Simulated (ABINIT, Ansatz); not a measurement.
# Converging GW for SnO2 (Cassiterite) in ABINIT

Wanted: a converged G0W0 gap of SnO2 (Cassiterite), or an estimate of the limit.

Calculated with ABINIT 10.8.3; PBE and many-body steps on it, plane waves.

### Step 1. Starting point

Symmetry: P4_2/mnm, No. 136, tetragonal system. Conventional cell: a = 4.738 Å, b = 4.738 Å, c = 3.187 Å, α = 90.00°, β = 90.00°, γ = 90.00°. Sn has 6 O at 2.05 to 2.06 Å nearest. Nearest to O lie 3 Sn at 2.05 to 2.06 Å. Farther neighbours and most contacts between anions are not listed.

The cell and positions come from the Crystallography Open Database and are kept as given unless a step says otherwise.

### Step 2. Empty states on the mesh, 4×4×4 mesh, 271 bands

This step: ABINIT 10.8.3; DFT, PBE, plane waves, norm-conserving pseudopotentials.

The sums over transitions need many empty states on a uniform mesh; this step solves for them.

run.abi reads:

```
acell 3*1.0 Angstrom
rprim 
  4.738000000000 0.000000000000 0.000000000000
  0.000000000000 4.738000000000 0.000000000000
  0.000000000000 0.000000000000 3.186500000000
ntypat 2
znucl 50 8
natom 6
typat 1 1 2 2 2 2
xred 
  0.000000000000 0.000000000000 0.000000000000
  0.500000000000 0.500000000000 0.500000000000
  0.307100000000 0.307100000000 0.000000000000
  0.192900000000 0.807100000000 0.500000000000
  0.692900000000 0.692900000000 0.000000000000
  0.807100000000 0.192900000000 0.500000000000
pp_dirpath "pseudos"
pseudos "Sn.upf, O.upf"
ecut 42
ngkpt 4 4 4
nshiftk 1
shiftk 0 0 0
kptopt 1
chksymbreak 0
iscf -2
irdden 1
istwfk *1
nband 271
nbdbuf 24
tolwfr 1e-09
nstep 60
prtvol 0
indata_prefix "in"
outdata_prefix "out"
tmpdata_prefix "tmp"
```

On the command line:

```
$ OMP_NUM_THREADS=1 mpirun -n 8 abinit run.abi > log
```

Numbers of over 12 decimals in the logs are rounded to 6 here.

The program printed:

```text
.Version 10.8.3 of ABINIT. v10.8.2 released Aug 2026.

 Symmetries : space group P4_2/m n m (#136); Bravais tP (primitive tetrag.)
[... echo of the input left out ...]
== DATASET  1 ==================================================================
-   mpi_nproc: 8, omp_nthreads: 1 (-1 if OMP is not activated)

--- !DatasetInfo
iteration_state: {dtset: 1, }
dimensions: {natom: 6, nkpt: 18, mband: 271, nsppol: 1, nspinor: 1, nspden: 1, mpw: 6312, }
cutoff_energies: {ecut:  42.0, pawecutdg:  -1.0, }
[...]
4.38916    4.39490    4.39490    4.42147    4.44648    4.45333    4.45869    4.47150
   4.47150    4.50645    4.50646    4.51263    4.51266    4.52011    4.52120    4.55848
   4.55886    4.55983    4.56013    4.56075    4.56429    4.56750    4.57868
 prteigrs : prtvol=0 or 1, do not print more k-points.

== END DATASET(S) ==============================================================
================================================================================

 -outvars: echo values of variables after computation  --------
            nband         271
             nkpt          18
          spgroup         136
 [... the other variables as echoed above ...]

 Calculation completed.
```

Elapsed: 4.5 min, on 8 MPI ranks of Arm Neoverse V1, shared host; peak memory 1.1 GiB.

This step gave:

```
gap                                                           : 1.284 eV
k of the valence top                                          : 0, 0, 0
k of the conduction bottom                                    : 0, 0, 0
least direct gap                                              : 1.284 eV
k points computed                                             : 18
lowest point of the top converged band, above the valence top : 109.8554 eV
```

On this mesh the gap is 1.284 eV.

The density comes from a self-consistent run that is not shown.

### Step 3. Screening, 4×4×4 mesh, 60 bands, screening to 76.2 eV

The RPA dielectric matrix is built and inverted for each q.

This step: RPA screening on PBE, plane waves, norm-conserving pseudopotentials.

Changes to run.abi since step 2:

```diff
@@ -24,10 +24,11 @@
 chksymbreak 0
-iscf -2
-irdden 1
 istwfk *1
-nband 271
-nbdbuf 24
-tolwfr 1e-09
-nstep 60
-prtvol 0
+occopt 1
+irdwfk 1
+optdriver 3
+nband 60
+ecuteps 2.8
+inclvkb 2
+awtr 1
+symchi 1
 indata_prefix "in"
```

The program printed:

```text
.Version 10.8.3 of ABINIT. v10.8.2 released Aug 2026.

 Symmetries : space group P4_2/m n m (#136); Bravais tP (primitive tetrag.)
[... echo of the input left out ...]
== DATASET  1 ==================================================================
-   mpi_nproc: 8, omp_nthreads: 1 (-1 if OMP is not activated)

--- !DatasetInfo
iteration_state: {dtset: 1, }
dimensions: {natom: 6, nkpt: 18, mband: 60, nsppol: 1, nspinor: 1, nspden: 1, mpw: 6312, }
cutoff_energies: {ecut:  42.0, pawecutdg:  -1.0, }
electrons: {nelect:   6.80000000E+01, charge:   0.00000000E+00, occopt:   1.00000000E+00, tsmear:   1.00000000E-02, }

 SCREENING: Calculation of the susceptibility and dielectric matrices

 Based on a program developped by R.W. Godby, V. Olevano, G. Onida, and L. Reining.
 Incorporated in ABINIT by V. Olevano, G.-M. Rignanese, and M. Torrent.
.Using double precision arithmetic ; gwpc =  8

[... cell and pseudopotentials left out ...]
--------------------------------------------------------------------------------

 ==== K-mesh for the wavefunctions ====
 Number of points in the irreducible wedge :    18
[... list of points left out ...]
 Together with 16 symmetry operations and time-reversal symmetry
 yields    64 points in the full Brillouin Zone.

 ==== Q-mesh for the screening function ====
 Number of points in the irreducible wedge :    18
[... list of points left out ...]
 Together with 16 symmetry operations and time-reversal symmetry
 yields    64 points in the full Brillouin Zone.

 setmesh: FFT mesh size selected  =    36x   36x   24
          total number of points  =        31104

 vcoul_init : cutoff-mode = AUXILIARY_FUNCTION
 q-points for optical limit:   1
     1)      0.000010    0.000020    0.000030

- screening: taking advantage of time-reversal symmetry
- Maximum band index for partially occupied states nbvw = 34
- Remaining bands to be divided among processors   nbcw = 26
- Number of bands treated by each node ~3

 Number of electrons calculated from density =   68.0000; Expected =   68.0000
 average of density, n =  0.140867
 r_s =    1.1923
 omega_plasma =   36.2043 [eV]

 calculating chi0 at frequencies [eV] :
  1    0.000000E+00    0.000000E+00
  2    0.000000E+00    3.620427E+01

--------------------------------------------------------------------------------
  q-point number  1        q = ( 0.000000, 0.000000, 0.000000) [r.l.u.]
--------------------------------------------------------------------------------
[... chi0 elements left out ...]
 For q-point:  0.000010 0.000020 0.000030
  dielectric constant =   4.5093
  dielectric constant without local fields =   4.6510

  Average fulfillment of the sum rule on Im[epsilon] for q-point    1 :     19.41  [%]
[... wings left out ...]
  q-point number  2        q = ( 0.250000, 0.000000, 0.000000) [r.l.u.]
--------------------------------------------------------------------------------
[... chi0 elements left out ...]
  Average fulfillment of the sum rule on Im[epsilon] for q-point    2 :     31.59  [%]

 [... 16 further q-points ...]
```

It took 55 s on 8 MPI ranks; peak memory 3.8 GiB; 7.4 min of CPU time.

Numbers from this step:

```yaml
eps_infinity_with_local_fields_on_this_mesh_along_the_program_s_q_direction: 4.509
the_same_without_local_fields: 4.651
plasma_frequency: 36.20 eV
plane_waves_in_the_screening_matrix: 113
```

Local fields lower ε∞ by 3 %. On a Γ-centred mesh this coarse the value itself is usually too large, while a short band sum pulls it down.

### Step 4. 60 bands, 76.2 eV

The self-energy is evaluated for the states that the input lists, and the levels follow from it, in one-shot runs by the linearised quasiparticle equation.

This step: G0W0 on PBE, plane waves, norm-conserving pseudopotentials.

Changes to run.abi since step 3:

```diff
@@ -27,8 +27,15 @@
 irdwfk 1
-optdriver 3
+optdriver 4
 nband 60
+gwcalctyp 0
+ecutsigx 42
+symsigma 1
+nkptgw 1
+kptgw 
+  0.0000000000 0.0000000000 0.0000000000
+bdgw 
+  32 36
 ecuteps 2.8
-inclvkb 2
-awtr 1
-symchi 1
+irdscr 1
+ppmodel 1
 indata_prefix "in"
```

The program printed:

```text
.Version 10.8.3 of ABINIT. v10.8.2 released Aug 2026.

 Symmetries : space group P4_2/m n m (#136); Bravais tP (primitive tetrag.)
[... echo of the input left out ...]
== DATASET  1 ==================================================================
-   mpi_nproc: 8, omp_nthreads: 1 (-1 if OMP is not activated)

--- !DatasetInfo
iteration_state: {dtset: 1, }
dimensions: {natom: 6, nkpt: 18, mband: 60, nsppol: 1, nspinor: 1, nspden: 1, mpw: 6312, }
cutoff_energies: {ecut:  42.0, pawecutdg:  -1.0, }
electrons: {nelect:   6.80000000E+01, charge:   0.00000000E+00, occopt:   1.00000000E+00, tsmear:   1.00000000E-02, }

 SIGMA: Calculation of the GW corrections

 Based on a program developped by R.W. Godby, V. Olevano, G. Onida, and L. Reining.
 Incorporated in ABINIT by V. Olevano, G.-M. Rignanese, and M. Torrent.
.Using double precision arithmetic ; gwpc =  8

[... cell and pseudopotentials left out ...]
--------------------------------------------------------------------------------

 ==== K-mesh for the wavefunctions ====
 Number of points in the irreducible wedge :    18
[... list of points left out ...]
 Together with 16 symmetry operations and time-reversal symmetry
 yields    64 points in the full Brillouin Zone.

 ==== Q-mesh for screening function ====
 Number of points in the irreducible wedge :    18
[... list of points left out ...]
 Together with 16 symmetry operations and time-reversal symmetry
 yields    64 points in the full Brillouin Zone.

 vcoul_init : cutoff-mode = AUXILIARY_FUNCTION
 q-points for optical limit:   1
     1)      0.000010    0.000020    0.000030
 setmesh: FFT mesh size selected  =    54x   54x   36
          total number of points  =       104976

 Number of electrons calculated from density =   68.0000; Expected =   68.0000
 average of density, n =  0.140867
 r_s =    1.1923
 omega_plasma =   36.2043 [eV]

 === KS Band Gaps ===
  >>>> For spin  1
   Minimum direct gap =   1.2836 [eV], located at k-point      :   0.0000  0.0000  0.0000
   Fundamental gap    =   1.2836 [eV], Top of valence bands at :   0.0000  0.0000  0.0000
                                       Bottom of conduction at :   0.0000  0.0000  0.0000
 SIGMA fundamental parameters:
 PLASMON POLE MODEL  1
 number of plane-waves for SigmaX                 6273
 number of plane-waves for SigmaC and W            113
 number of plane-waves for wavefunctions          6273
 number of bands                                    60
 number of independent spin polarizations            1
 number of spinorial components                      1
 number of k-points in IBZ                          18
 number of q-points in IBZ                          18
 number of symmetry operations                      16
 number of k-points in BZ                           64
 number of q-points in BZ                           64
 number of frequencies for dSigma/dE                 9
 frequency step for dSigma/dE [eV]                0.25
 number of omega for Sigma on real axis              0
 max omega for Sigma on real axis  [eV]           0.00
 zcut for avoiding poles [eV]                     0.10

 EPSILON^-1 parameters (SCR file):
 dimension of the eps^-1 matrix on file            113
 dimension of the eps^-1 matrix used               113
 number of plane-waves for wavefunctions          6273
 number of bands                                    60
 number of q-points in IBZ                          18
 number of frequencies                               2
 number of real frequencies                          1
 number of imag frequencies                          1

 matrix elements of self-energy operator (all in [eV])

 Perturbative Calculation

--- !SelfEnergy_ee
iteration_state: {dtset: 1, }
kpoint     : [   0.000,    0.000,    0.000, ]
spin       : 1
KS_gap     :    1.284
QP_gap     :    2.961
Delta_QP_KS:    1.678
data: !SigmaeeData |
     Band     E0 <VxcDFT>   SigX SigC(E0)      Z dSigC/dE  Sig(E)    E-E0       E
       32   6.013 -20.016 -25.535   5.368   0.784  -0.276 -20.134  -0.118   5.895
       33   6.013 -20.016 -25.535   5.368   0.784  -0.276 -20.134  -0.118   5.895
       34   6.777 -20.351 -26.231   5.668   0.783  -0.277 -20.516  -0.166   6.611
       35   8.061 -16.498 -12.586  -2.128   0.847  -0.180 -14.986   1.512   9.573
       36  12.920 -16.302 -10.641  -3.011   0.834  -0.199 -14.093   2.209  15.129

== END DATASET(S) ==============================================================
================================================================================

 -outvars: echo values of variables after computation  --------
           etotal      0.0000000000E+00
            nband          60
             nkpt          18
          spgroup         136
 [... the other variables as echoed above ...]

 Calculation completed.
```

Wall time 4.3 s (8 MPI ranks); peak memory 2.2 GiB; 34 s of CPU time.

This step gave:

| Item | Value |
| --- | --- |
| G0W0 gap on the points computed | 2.962 eV |
| starting gap on the mesh | 1.284 eV |
| k of the valence top | 0, 0, 0 |
| k of the conduction bottom | 0, 0, 0 |
| Z at the valence top | 0.783 |
| Z at the conduction bottom | 0.847 |
| least direct G0W0 gap on the computed points | 2.962 eV |

The gap on the mesh goes from 1.28 eV to 2.96 eV, a correction of +1.68 eV.

### Step 5. Screening, 4×4×4 mesh, 121 bands, screening to 141.5 eV

This step: RPA screening on PBE, plane waves, norm-conserving pseudopotentials.

Changes to run.abi since step 4:

```diff
@@ -27,15 +27,8 @@
 irdwfk 1
-optdriver 4
-nband 60
-gwcalctyp 0
-ecutsigx 42
-symsigma 1
-nkptgw 1
-kptgw 
-  0.0000000000 0.0000000000 0.0000000000
-bdgw 
-  32 36
-ecuteps 2.8
-irdscr 1
-ppmodel 1
+optdriver 3
+nband 121
+ecuteps 5.2
+inclvkb 2
+awtr 1
+symchi 1
 indata_prefix "in"
```

The program printed:

```text
.Version 10.8.3 of ABINIT. v10.8.2 released Aug 2026.

 Symmetries : space group P4_2/m n m (#136); Bravais tP (primitive tetrag.)
[... echo of the input left out ...]
== DATASET  1 ==================================================================
-   mpi_nproc: 8, omp_nthreads: 1 (-1 if OMP is not activated)

--- !DatasetInfo
iteration_state: {dtset: 1, }
dimensions: {natom: 6, nkpt: 18, mband: 121, nsppol: 1, nspinor: 1, nspden: 1, mpw: 6312, }
cutoff_energies: {ecut:  42.0, pawecutdg:  -1.0, }
electrons: {nelect:   6.80000000E+01, charge:   0.00000000E+00, occopt:   1.00000000E+00, tsmear:   1.00000000E-02, }

 SCREENING: Calculation of the susceptibility and dielectric matrices

 Based on a program developped by R.W. Godby, V. Olevano, G. Onida, and L. Reining.
 Incorporated in ABINIT by V. Olevano, G.-M. Rignanese, and M. Torrent.
.Using double precision arithmetic ; gwpc =  8

[... cell and pseudopotentials left out ...]
--------------------------------------------------------------------------------

 ==== K-mesh for the wavefunctions ====
 Number of points in the irreducible wedge :    18
[... list of points left out ...]
 Together with 16 symmetry operations and time-reversal symmetry
 yields    64 points in the full Brillouin Zone.

 ==== Q-mesh for the screening function ====
 Number of points in the irreducible wedge :    18
[... list of points left out ...]
 Together with 16 symmetry operations and time-reversal symmetry
 yields    64 points in the full Brillouin Zone.

 setmesh: FFT mesh size selected  =    36x   36x   24
          total number of points  =        31104

 vcoul_init : cutoff-mode = AUXILIARY_FUNCTION
 q-points for optical limit:   1
     1)      0.000010    0.000020    0.000030

- screening: taking advantage of time-reversal symmetry
- Maximum band index for partially occupied states nbvw = 34
- Remaining bands to be divided among processors   nbcw = 87
- Number of bands treated by each node ~10

 Number of electrons calculated from density =   68.0000; Expected =   68.0000
 average of density, n =  0.140867
 r_s =    1.1923
 omega_plasma =   36.2043 [eV]

 calculating chi0 at frequencies [eV] :
  1    0.000000E+00    0.000000E+00
  2    0.000000E+00    3.620427E+01

--------------------------------------------------------------------------------
  q-point number  1        q = ( 0.000000, 0.000000, 0.000000) [r.l.u.]
--------------------------------------------------------------------------------
[... chi0 elements left out ...]
 For q-point:  0.000010 0.000020 0.000030
  dielectric constant =   4.5916
  dielectric constant without local fields =   4.8090

  Average fulfillment of the sum rule on Im[epsilon] for q-point    1 :     47.02  [%]
[... wings left out ...]
  q-point number  2        q = ( 0.250000, 0.000000, 0.000000) [r.l.u.]
--------------------------------------------------------------------------------
[... chi0 elements left out ...]
  Average fulfillment of the sum rule on Im[epsilon] for q-point    2 :     61.20  [%]

 [... 16 further q-points ...]
```

The job ended after 3.2 min (8 MPI ranks; peak memory 4.5 GiB; 26 min of CPU time).

Numbers from this step:

| Property | Result |
| --- | --- |
| ε∞ with local fields, on this mesh, along the program's q direction | 4.592 |
| the same without local fields | 4.809 |
| plasma frequency | 36.20 eV |
| plane waves in the screening matrix | 275 |

[end of part 1 of 2]

[Paths, hosts, dates, memory and timing lines, banners, echoed tables and standing remarks are left out of the program output.]

[Logs are printed without paths, hosts, clocks, repeated set-up lines and the standing remarks that a program may print on its own settings, such as how far it seeks lower states.]

[Runs of the session that timed out or met a known fault of the program may be left out.]

[Hosts, paths, dates, database ids (printed as entryN), source tags and the programs' standing remarks are cut or masked in the printed files.]

[G0W0 gaps are taken among the corrected bands and points alone; a level outside them can change the order at an edge.]

[Where Ansatz stands beside ABINIT at settings called matched, ABINIT's density can come from a denser mesh and the files from another edition; pairs whose starting gaps differed by over 0.03 eV were left out, so agreement reads better than it is.]
